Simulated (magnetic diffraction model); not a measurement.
# Tm₂SbO₂: what an assumed order does to the neutron pattern

Space group C2/m (no. 12), a = 5.4710 Å, b = 5.4010 Å, c = 6.8180 Å, β = 112.45°.

```
site  atom       x       y       z
  4i    Tm  0.1654     1/2  0.3166
  2a    Sb       0       0       0
  4h     O       0  0.7509     1/2
```

This is a made-up structure (elements placed in a structure type, unrelaxed), so the numbers test the method and describe no known phase.

Only Tm is taken to order (form factors of Tm3+); orders and moment sizes are assumed, and not adapted to the symmetry. Radiation: neutrons of λ = 1.594 Å, 8° to 40°; isotropic B of 0.18 Å² (Tm), 0.2 Å² (Sb) and 0.31 Å² (O). The intensities are simulated: I ∝ L Σ (|F_N|² + |F_M⊥|²) for unpolarised neutrons, with F_M = 2.695 fm/μB × Σ f(s) S exp(2πi Q·r) exp(−B s²) at Q = H ± k (one set where k and −k are equivalent), only the part normal to Q counting and L = 1/(sin²θ cos θ). For collinear order S is the moment m, which repeats by lattice and centring translations R with the sign exp(−2πi k·R). Form factors are spin-only for 3d ions and dipole or tabulated for f ions, scattering lengths are Sears's of 1992, and absorption is left out. A label names one of the reflections at its angle. The strongest nuclear line in the range is 100, and lines under 0.2 are left out.

Assume the order k = (0 0 3/2), collinear moments along [100], 3.9 μB on Tm; signs + at (0.1654, 1/2, 0.3166), + at (0.8346, 1/2, 0.6834).

Q: Where does magnetic intensity appear, and how strong is it?

| 2θ (°) | index | nuclear | magnetic |
| --- | --- | --- | --- |
| 14.53 | (0 0 1) | 86.2 | 0.0 |
| 21.87 | (0 0 3/2) | 0.0 | 2.8 |
| 24.94 | (1 1 0) | 1.0 | 0.0 |
| 25.15 | (1 1 -1) | 3.1 | 0.0 |
| 27.93 | (1 1 1/2) | 0.0 | 66.6 |
| 28.30 | (1 1 -3/2) | 0.0 | 71.0 |
| 29.31 | (0 0 2) | 9.3 | 0.0 |
| 32.40 | (1 1 1) | 100.0 | 0.0 |
| 32.89 | (1 1 -2) | 96.5 | 0.0 |
| 33.89 | (2 0 -1) | 7.9 | 0.0 |
| 34.33 | (0 2 0) | 7.8 | 0.0 |
| 34.54 | (2 0 -1/2) | 0.0 | 1.2 |
| 34.85 | (2 0 -3/2) | 0.0 | 1.3 |
| 35.13 | (0 2 1/2) | 0.0 | 54.7 |
| 36.75 | (2 0 0) | 10.8 | 0.0 |
| 36.87 | (0 0 5/2) | 0.0 | 32.5 |
| 37.34 | (2 0 -2) | 15.8 | 0.0 |
| 37.46 | (0 2 1) | 25.8 | 0.0 |
| 37.90 | (1 1 3/2) | 0.0 | 31.0 |
| 38.47 | (1 1 -5/2) | 0.0 | 25.6 |

The strongest magnetic line in the range is (1 1 -3/2) at 28.30° (71.0). Below the range, at 7.25°, lies the magnetic line (0 0 1/2) with 760. On top of the Lorentz factor, which all lines share, magnetic lines fade with angle because f falls: for Tm3+ it is 0.97, 0.87, 0.75 and 0.49 at sin θ/λ = 0.1, 0.2, 0.3 and 0.5 Å⁻¹, while nuclear lengths stay constant. The order has no net moment.

[Logs are printed without paths, hosts, clocks, repeated set-up lines and the standing remarks that a program may print on its own settings, such as how far it seeks lower states.]
